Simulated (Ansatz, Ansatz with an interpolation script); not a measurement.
# Settings in Wannier-interpolated G0W0: SiO2 (P6_222)

Aim: vary the Wannier model and the GW settings for SiO2 (P6_222) and see what the interpolated bands lose.

Calculated with Ansatz 0.2.0; maximally localised Wannier functions, LDA, plane waves, PAW; PAW set soft_1.

The database entry behind the starting cell is an old determination (1926), so it need not match the best structure at ambient conditions.

## Step 1: The starting structure

The structure is hexagonal, space group P6_222 (No. 180). The conventional cell has a = 5.013 Å, b = 5.013 Å, c = 5.470 Å, α = 90.00°, β = 90.00°, γ = 120.00°. Nearest to Si lie 4 O at 1.62 Å. Nearest to O lie 2 Si at 1.62 Å. Farther neighbours and most contacts between anions are not listed.

The cell and positions come from the Crystallography Open Database and are kept as given unless a step says otherwise.

## Step 2: Wannier model on 12×12×8

File input.yaml:

```yaml
crystal:
  lattice:
    - [5.013, 0.0, 0.0]
    - [-2.5065, 4.3413853492, 0.0]
    - [0.0, 0.0, 5.47]
  atoms:
    - { symbol: Si, position: [0.5, 0.5, 0.3333333333] }
    - { symbol: Si, position: [0.0, 0.5, 0.6666666667] }
    - { symbol: Si, position: [0.5, 0.0, 0.0] }
    - { symbol: O, position: [0.197, 0.803, 0.8333333333] }
    - { symbol: O, position: [0.394, 0.197, 0.1666666667] }
    - { symbol: O, position: [0.197, 0.394, 0.5] }
    - { symbol: O, position: [0.803, 0.197, 0.8333333333] }
    - { symbol: O, position: [0.606, 0.803, 0.1666666667] }
    - { symbol: O, position: [0.803, 0.606, 0.5] }
kpoints:
  mp_grid: { grid: [6, 6, 4] }
hamiltonian:
  xc: lda
  pseudopotentials: { kind: paw, azcp: { folder: soft_1 }, xc_functional: pbe }
scf:
  occupations: { method: fixed }
  n_extra_bands: 63
output:
  wannier:
    kmesh: [12, 12, 8]
    projections:
      - { species: O, l: p, shell: 2 }
      - { species: Si, l: s, shell: 3 }
      - { species: Si, l: p, shell: 3 }
    minimise: true
    write_hr: true
    seedname: w
    conv_tol: 1.0e-06
    max_iter: 20000
    stability_check: false
    disentanglement:
      window: [-1.66, 19.19]
      frozen_window: [-1.66, 10.1]
      conv_tol: 1.0e-08
```

Started as:

```
ansatz run input.yaml --threads 3 --pin off --max-ram 92160MiB --backend cuda --events-out ev --progress --plain --runs-dir out --devices 1 --max-vram 13GiB
```

Numbers of over 12 decimals in the logs are rounded to 6 here.

The program printed:

```text
scf.n_extra_bands = 63 over 24 filled bands (N_el = 48.0): the run solves 87 bands
GPUs: using 1 of 1 available (devices: 1).
Engine: ansatz 0.2.0, x86_64-unknown-linux-gnu
Pseudopotentials: kind: paw
Pseudopotential: Si, paw, valence charge 4, recommended cutoff 420 eV (normal), soft_1/Si.paw.azcp
Pseudopotential: O, paw, valence charge 6, recommended cutoff 420 eV (normal), soft_1/O.paw.azcp
Functional definition: SPW92
  exchange = slater_x
  correlation = pw_c
device memory: the entry about to start is reckoned to put 3.7 GiB on a device that reports 51.0 GiB free (of which the cap on the GPU budget leaves the run 13.0 GiB)
GPU FFT provider: cuFFT
GPU libraries: cuBLAS 13.8.2, cuFFT 12.4.0, cuSOLVER 12.3.4
Crystal: 9 atoms, lattice volume = 119.046 Å³
Basis set: ecut = 420 eV, 2317 PW (Γ)
Bands: 87, of which v1, the nominal top of the filled ones, is band 24 counted from 1 (23 counted from 0)
Symmetry: 12 space group operations
Space group: P6222 (ITA 180), of the structure as read, at distance tolerance 4.9e-5 Å
k-points: 21 of 144 (time reversal used)
Non-local potential: Si, projectors of the file, l = 0: 2, l = 1: 2, l = 2: 1
Non-local potential: O, projectors of the file, l = 0: 2, l = 1: 2, l = 2: 1
PAW form: soft (Blöchl's): semilocal exchange-correlation on the pseudo side does not see the compensation charge
PAW frozen core: Si, regenerated for the run's functional, and the local potential with it (the file was generated under x = pbe(κ = 0.804, μ = 0.219515), c = pbe(β = 0.066725))
PAW frozen core: O, regenerated for the run's functional, and the local potential with it (the file was generated under x = pbe(κ = 0.804, μ = 0.219515), c = pbe(β = 0.066725))
PAW one-centre angular grid: Si, 110 points (default); XC on 64 Gauss nodes
PAW one-centre angular grid: O, 110 points (default); XC on 64 Gauss nodes
Initial density: superposition of atomic densities (chi_scale 0.1, normalization cell, long waves kept (reshape's long-wave potential 0.03 eV rms))
Initial wavefunctions: pseudopotential atomic-orbital guess
GPU buffer pool allocated for 51840 grid points (all kernels)
GPU transforms: local potential and band sums: pruned to the plane-wave sphere, on 36×36×40
Functional: x = slater, c = lda
SCF iter   1: F=—  HF=-5172.591327 eV  |F-HF|=—  |Δ(HF+E_count)|=         —  Δρ=1.22e-1  dr2=1.60e1  ethr=3.10e-3  ⟨swp⟩=4.8  Hψ=6802  notcnv=0  defer=1256
preconditioner: auto → Resta (q_TF=auto, 2.345 Å⁻¹)  ε∞=1.6  [insulator: Δε(μ)=6.929 eV  Ē_g=30.412 eV  n_scr=22 (ndim 8)  ℏωp=23.6 eV  f_vac=0.004  ε∞_Penn≈1.6]
SCF iter   2: F=—  HF=-5168.161313 eV  |F-HF|=—  |Δ(HF+E_count)|=    4.43e0  Δρ=5.04e-2  dr2=1.11e0  ethr=3.10e-3  ⟨swp⟩=2.4  Hψ=2775  notcnv=0  defer=1228
SCF iter   3: F=—  HF=-5167.889090 eV  |F-HF|=—  |Δ(HF+E_count)|=   2.72e-1  Δρ=1.95e-2  dr2=2.35e-1  ethr=2.32e-3  ⟨swp⟩=2.0  Hψ=1079  notcnv=0  defer=1265
SCF iter   4: F=—  HF=-5167.844183 eV  |F-HF|=—  |Δ(HF+E_count)|=   4.49e-2  Δρ=3.24e-3  dr2=7.06e-3  ethr=4.89e-4  ⟨swp⟩=2.0  Hψ=1669  notcnv=0  defer=1273
SCF iter   5: F=—  HF=-5167.843797 eV  |F-HF|=—  |Δ(HF+E_count)|=   3.86e-4  Δρ=3.12e-4  dr2=9.51e-5  ethr=1.47e-5  ⟨swp⟩=2.8  Hψ=1556  notcnv=0  defer=1279
SCF iter   6: F=—  HF=-5167.843890 eV  |F-HF|=—  |Δ(HF+E_count)|=   9.32e-5  Δρ=3.37e-5  dr2=1.40e-6  ethr=1.98e-7  ⟨swp⟩=2.5  Hψ=1096  notcnv=0  defer=1190
SCF iter   7: F=-5167.843890 eV  HF=-5167.843890 eV  |F-HF|=4.49e-9  |Δ(HF+E_count)|=   1.74e-7  Δρ=5.73e-6  dr2=5.00e-8  ethr=2.08e-10  ⟨swp⟩=17.0  Hψ=17294  notcnv=0
SCF 1 converged in 7 iterations: F = -5167.843890 eV  dr2 = 5.00e-8
[...]
device memory: the entry about to start is reckoned to put 4.5 GiB (of the 4.6 GiB reckoned in all, the device holds 0.1 GiB already) on a device that reports 47.5 GiB free (of which the cap on the GPU budget leaves the run 12.9 GiB)
NSCF: frozen V_eff on 21 k-points
[...]
device memory: the entry about to start is reckoned to put 3.6 GiB on a device that reports 48.2 GiB free (of which the cap on the GPU budget leaves the run 13.0 GiB)
NSCF: frozen V_eff on 98 k-points
the Wannier pass solved 98 of the 1152 points of its mesh, and has the states at the others by symmetry: states obtained by the crystal's operations at points that were solved too leave a residual of 3.06e-13 eV (read by the count's bands and the next), within 4.76e-6 eV
SCF converged after 7 iterations
Free energy (F): -5167.843890 eV
Harris-Foulkes:  -5167.843890 eV  (|F-HF|=4.49e-9)
Internal energy: -5167.843890 eV  (E = F + TS)
E sigma→0 (E₀):  -5167.843890 eV
Fermi energy:    1.762936 eV
--- Per-component energies (eV) ---
  E_band       = -240.959167
  E_kinetic    = 1158.433440
  E_local      = -3037.821116  (includes V_loc(G=0)·N_el)
  E_nonlocal   = 396.072218
  E_hartree    = 1107.201352
  E_xc         = -592.314827
  E_vxc        = -690.036068  (∫ρ·V_xc dr)
  E_paw        = -2372.992108  (= ΣΔE_a)
  E_vpaw       = -282.014018  (= ΣTr[D̂ρ^β])
  E_aug_tail   = 0.005015  (compensation charges beyond the density's cutoff)
  E_ewald      = -1827.262385
  E_core_change = 0.834521  (= ΣΔE_core)
  E_smearing   = -0.000000  (= −TS)
  E_closure    = -0.000000  (closes the sum)
  Σ components = -5167.843890   (vs F -5167.843890, Δ=0.00e0)
--- Band table (eV; the first three rows and the last of 21) ---
  k-point 0: bands = [... 20 lower, 0.6053, 1.2674, 1.2674, 1.6513, 7.0977, 10.3932, 10.3932, 11.1436, ... 59 higher]
  k-point 1: bands = [... 20 lower, 0.6977, 1.2040, 1.6660, 1.6955, 7.6649, 10.0736, 10.1048, 11.2029, ... 59 higher]
  k-point 2: bands = [... 20 lower, 0.3790, 1.4399, 1.7629, 1.7629, 8.9489, 8.9489, 9.8539, 11.6810, ... 59 higher]
  k-point 20: bands = [... 20 lower, 0.8472, 0.9299, 1.1269, 1.1269, 10.2497, 10.5485, 10.5485, 10.8127, ... 59 higher]
```

Wall time 27 s (1 × NVIDIA H100 80GB HBM3 (shared by 6 runs) with 3 threads of AMD EPYC 7R13 (Zen 3), shared host); peak memory 2.4 GiB.

The run ended with an error after its SCF cycle had converged; no result of it is taken.

## Step 3: Wannier model on 12×12×8

Edit input.yaml of step 2 so:

```diff
@@ -37,4 +37,4 @@
     disentanglement:
-      window: [-1.66, 19.19]
-      frozen_window: [-1.66, 10.1]
+      window: [-1.66, 23.8]
+      frozen_window: [-1.66, 11.1]
       conv_tol: 1.0e-08
```

The program printed:

```text
scf.n_extra_bands = 63 over 24 filled bands (N_el = 48.0): the run solves 87 bands
GPUs: using 1 of 1 available (devices: 1).
Engine: ansatz 0.2.0, x86_64-unknown-linux-gnu
Pseudopotentials: kind: paw
Pseudopotential: Si, paw, valence charge 4, recommended cutoff 420 eV (normal), soft_1/Si.paw.azcp
Pseudopotential: O, paw, valence charge 6, recommended cutoff 420 eV (normal), soft_1/O.paw.azcp
Functional definition: SPW92
  exchange = slater_x
  correlation = pw_c
device memory: the entry about to start is reckoned to put 3.7 GiB on a device that reports 36.3 GiB free (of which the cap on the GPU budget leaves the run 13.0 GiB)
GPU FFT provider: cuFFT
GPU libraries: cuBLAS 13.8.2, cuFFT 12.4.0, cuSOLVER 12.3.4
Crystal: 9 atoms, lattice volume = 119.046 Å³
Basis set: ecut = 420 eV, 2317 PW (Γ)
Bands: 87, of which v1, the nominal top of the filled ones, is band 24 counted from 1 (23 counted from 0)
Symmetry: 12 space group operations
Space group: P6222 (ITA 180), of the structure as read, at distance tolerance 4.9e-5 Å
k-points: 21 of 144 (time reversal used)
Non-local potential: Si, projectors of the file, l = 0: 2, l = 1: 2, l = 2: 1
Non-local potential: O, projectors of the file, l = 0: 2, l = 1: 2, l = 2: 1
PAW form: soft (Blöchl's): semilocal exchange-correlation on the pseudo side does not see the compensation charge
PAW frozen core: Si, regenerated for the run's functional, and the local potential with it (the file was generated under x = pbe(κ = 0.804, μ = 0.219515), c = pbe(β = 0.066725))
[...]
NSCF: frozen V_eff on 21 k-points
[...]
device memory: the entry about to start is reckoned to put 3.6 GiB on a device that reports 35.7 GiB free (of which the cap on the GPU budget leaves the run 13.0 GiB)
NSCF: frozen V_eff on 98 k-points
the Wannier pass solved 98 of the 1152 points of its mesh, and has the states at the others by symmetry: states obtained by the crystal's operations at points that were solved too leave a residual of 3.06e-13 eV (read by the count's bands and the next), within 4.76e-6 eV
SCF converged after 7 iterations
Free energy (F): -5167.843890 eV
Harris-Foulkes:  -5167.843890 eV  (|F-HF|=4.49e-9)
Internal energy: -5167.843890 eV  (E = F + TS)
E sigma→0 (E₀):  -5167.843890 eV
Fermi energy:    1.762936 eV
--- Per-component energies (eV) ---
  E_band       = -240.959167
  E_kinetic    = 1158.433440
  E_local      = -3037.821116  (includes V_loc(G=0)·N_el)
  E_nonlocal   = 396.072218
  E_hartree    = 1107.201352
  E_xc         = -592.314827
  E_vxc        = -690.036068  (∫ρ·V_xc dr)
  E_paw        = -2372.992108  (= ΣΔE_a)
  E_vpaw       = -282.014018  (= ΣTr[D̂ρ^β])
  E_aug_tail   = 0.005015  (compensation charges beyond the density's cutoff)
  E_ewald      = -1827.262385
  E_core_change = 0.834521  (= ΣΔE_core)
  E_smearing   = -0.000000  (= −TS)
  E_closure    = -0.000000  (closes the sum)
  Σ components = -5167.843890   (vs F -5167.843890, Δ=0.00e0)
--- Band table (eV; the first three rows and the last of 21) ---
  k-point 0: bands = [... 20 lower, 0.6053, 1.2674, 1.2674, 1.6513, 7.0977, 10.3932, 10.3932, 11.1436, ... 59 higher]
  k-point 1: bands = [... 20 lower, 0.6977, 1.2040, 1.6660, 1.6955, 7.6649, 10.0736, 10.1048, 11.2029, ... 59 higher]
  k-point 2: bands = [... 20 lower, 0.3790, 1.4399, 1.7629, 1.7629, 8.9489, 8.9489, 9.8539, 11.6810, ... 59 higher]
  k-point 20: bands = [... 20 lower, 0.8472, 0.9299, 1.1269, 1.1269, 10.2497, 10.5485, 10.5485, 10.8127, ... 59 higher]
```

Wall time 36 s (1 × NVIDIA H100 80GB HBM3 (shared by 6 runs) with 3 threads); peak memory 2.5 GiB.

The run ended with an error after its SCF cycle had converged; no result of it is taken.

## Step 4: Wannier model on 12×12×8

Localised functions give a small Hamiltonian that interpolates between mesh points at no cost.

Edit input.yaml of step 3 so:

```diff
@@ -37,4 +37,4 @@
     disentanglement:
-      window: [-1.66, 23.8]
-      frozen_window: [-1.66, 11.1]
+      window: [-7.97, 17.46]
+      frozen_window: [-7.97, 10.1]
       conv_tol: 1.0e-08
```

The program printed:

```text
[...]
GPUs: using 1 of 1 available (devices: 1).
[...]
GPU FFT provider: cuFFT
GPU libraries: cuBLAS 13.8.2, cuFFT 12.4.0, cuSOLVER 12.3.4
Crystal: 9 atoms, lattice volume = 119.046 Å³
Basis set: ecut = 420 eV, 2317 PW (Γ)
Bands: 87, of which v1, the nominal top of the filled ones, is band 24 counted from 1 (23 counted from 0)
Symmetry: 12 space group operations
[...]
k-points: 21 of 144 (time reversal used)
[...]
GPU buffer pool allocated for 51840 grid points (all kernels)
[...]
SCF iter   1: F=—  HF=-5172.591327 eV  |F-HF|=—  |Δ(HF+E_count)|=         —  Δρ=1.22e-1  dr2=1.60e1  ethr=3.10e-3  ⟨swp⟩=4.8  Hψ=6802  notcnv=0  defer=1256
[...]
SCF iter   7: F=-5167.843890 eV  HF=-5167.843890 eV  |F-HF|=4.49e-9  |Δ(HF+E_count)|=   1.74e-7  Δρ=5.73e-6  dr2=5.00e-8  ethr=2.08e-10  ⟨swp⟩=17.0  Hψ=17294  notcnv=0
SCF 1 converged in 7 iterations: F = -5167.843890 eV  dr2 = 5.00e-8
[...]
NSCF: frozen V_eff on 21 k-points
[...]
SCF converged after 7 iterations
Free energy (F): -5167.843890 eV
[...]
Internal energy: -5167.843890 eV  (E = F + TS)
E sigma→0 (E₀):  -5167.843890 eV
Fermi energy:    1.762936 eV
[...]
--- Band table (eV; the first three rows and the last of 21) ---
  k-point 0: bands = [... 20 lower, 0.6053, 1.2674, 1.2674, 1.6513, 7.0977, 10.3932, 10.3932, 11.1436, ... 59 higher]
  k-point 1: bands = [... 20 lower, 0.6977, 1.2040, 1.6660, 1.6955, 7.6649, 10.0736, 10.1048, 11.2029, ... 59 higher]
  k-point 2: bands = [... 20 lower, 0.3790, 1.4399, 1.7629, 1.7629, 8.9489, 8.9489, 9.8539, 11.6810, ... 59 higher]
  k-point 20: bands = [... 20 lower, 0.8472, 0.9299, 1.1269, 1.1269, 10.2497, 10.5485, 10.5485, 10.8127, ... 59 higher]
Wannier search: line search 1 of at most 20000: gauge-dependent spread (as the search counts it) 18.9029277 Å², largest recent change 1.5e0 Å² against conv_tol 1.0e-6 Å², 0 stops escaped
[...]
```

Elapsed: 86 s, on 1 × NVIDIA H100 80GB HBM3 (shared by 6 runs) with 3 threads; peak memory 2.3 GiB; 2.1 min of CPU time.

Numbers from this step:

- gauge-invariant spread: 32.39 Å²
- diagonal spread: 0.01371 Å²
- off-diagonal spread: 1.520 Å²
- total spread: 33.93 Å²
- least projectability: 0.2033
- localisation steps: 902
- disentanglement steps: 539
- r.m.s. interpolation error: 2.11e-4 eV
- r.m.s. error near the gap: 3.06e-4 eV

Near the gap the model misses directly solved bands by 0.3 meV r.m.s. and by 6 meV at most in the window tested. This tests the starting bands, not the corrections carried with them.

Frozen up to 8.33 eV; above it the model need not follow the bands. The electronic bands at the labelled points (eV, zero at the valence-band top):

| point | band 21 | band 22 | band 23 | band 24 | band 25 | band 26 | band 27 | band 28 |
| --- | --- | --- | --- | --- | --- | --- | --- | --- |
| Γ | -1.16 | -0.50 | -0.50 | -0.11 | 5.33 | 8.63 | 8.63 | 9.39 |
| halfway | -1.14 | -0.54 | -0.38 | -0.20 | 6.16 | 8.67 | 9.08 | 9.18 |
| M | -1.19 | -0.88 | -0.39 | -0.01 | 7.34 | 8.27 | 9.12 | 9.33 |
| halfway | -1.25 | -0.67 | -0.36 | -0.05 | 7.53 | 8.26 | 8.94 | 9.16 |
| K | -1.36 | -0.43 | -0.43 | -0.09 | 7.99 | 7.99 | 8.89 | 9.07 |
| halfway | -1.02 | -0.69 | -0.29 | -0.20 | 6.39 | 8.76 | 8.93 | 9.16 |
| Γ | -1.16 | -0.50 | -0.50 | -0.11 | 5.33 | 8.63 | 8.63 | 9.39 |
| halfway | -1.07 | -0.56 | -0.10 | -0.07 | 5.90 | 8.31 | 8.35 | 9.44 |
| A | -1.38 | -0.32 | 0.00 | 0.00 | 7.19 | 7.19 | 8.09 | 9.92 |
| halfway | -1.12 | -0.47 | -0.27 | -0.17 | 7.63 | 7.74 | 8.73 | 9.57 |
| L | -0.88 | -0.71 | -0.62 | -0.40 | 8.24 | 8.76 | 9.11 | 9.22 |
| halfway | -0.89 | -0.71 | -0.69 | -0.46 | 8.34 | 8.78 | 8.87 | 9.16 |
| H | -0.92 | -0.83 | -0.64 | -0.64 | 8.49 | 8.81 | 8.81 | 9.05 |
| halfway | -1.08 | -0.52 | -0.32 | -0.24 | 7.77 | 7.88 | 8.90 | 9.42 |
| A | -1.38 | -0.32 | 0.00 | 0.00 | 7.19 | 7.19 | 8.09 | 9.92 |
| jump to L | -0.88 | -0.71 | -0.62 | -0.40 | 8.24 | 8.76 | 9.11 | 9.22 |
| halfway | -1.15 | -0.80 | -0.44 | -0.18 | 7.63 | 8.54 | 9.25 | 9.40 |
| M | -1.19 | -0.88 | -0.39 | -0.01 | 7.34 | 8.27 | 9.12 | 9.33 |
| jump to H | -0.92 | -0.83 | -0.64 | -0.64 | 8.49 | 8.81 | 8.81 | 9.05 |
| halfway | -1.09 | -0.60 | -0.47 | -0.27 | 8.09 | 8.27 | 9.16 | 9.32 |
| K | -1.36 | -0.43 | -0.43 | -0.09 | 7.99 | 7.99 | 8.89 | 9.07 |

The same for Kohn-Sham, solved directly:

| point | band 21 | band 22 | band 23 | band 24 | band 25 | band 26 | band 27 | band 28 |
| --- | --- | --- | --- | --- | --- | --- | --- | --- |
| Γ | -1.16 | -0.50 | -0.50 | -0.11 | 5.33 | 8.63 | 8.63 | 9.38 |
| M | -1.19 | -0.88 | -0.39 | -0.01 | 7.34 | 8.27 | 9.12 | 9.30 |
| K | -1.36 | -0.43 | -0.43 | -0.09 | 7.99 | 7.99 | 8.88 | 9.07 |
| Γ | -1.16 | -0.50 | -0.50 | -0.11 | 5.33 | 8.63 | 8.63 | 9.38 |
| A | -1.38 | -0.32 | 0.00 | 0.00 | 7.19 | 7.19 | 8.09 | 9.92 |
| L | -0.88 | -0.71 | -0.62 | -0.40 | 8.24 | 8.75 | 9.10 | 9.12 |
| H | -0.92 | -0.83 | -0.64 | -0.64 | 8.49 | 8.78 | 8.78 | 9.05 |
| A | -1.38 | -0.32 | 0.00 | 0.00 | 7.19 | 7.19 | 8.09 | 9.92 |
| L | -0.88 | -0.71 | -0.62 | -0.40 | 8.24 | 8.75 | 9.10 | 9.12 |
| M | -1.19 | -0.88 | -0.39 | -0.01 | 7.34 | 8.27 | 9.12 | 9.30 |
| H | -0.92 | -0.83 | -0.64 | -0.64 | 8.49 | 8.78 | 8.78 | 9.05 |
| K | -1.36 | -0.43 | -0.43 | -0.09 | 7.99 | 7.99 | 8.88 | 9.07 |

(Part 1 of 2 ends here.)

[Paths, hosts, dates, memory and timing lines, banners, echoed tables and standing remarks are left out of the program output.]

[Logs are printed without paths, hosts, clocks, repeated set-up lines and the standing remarks that a program may print on its own settings, such as how far it seeks lower states.]

[Runs of the session that timed out or met a known fault of the program may be left out.]

[Hosts, paths, dates, database ids (printed as entryN), source tags and the programs' standing remarks are cut or masked in the printed files.]
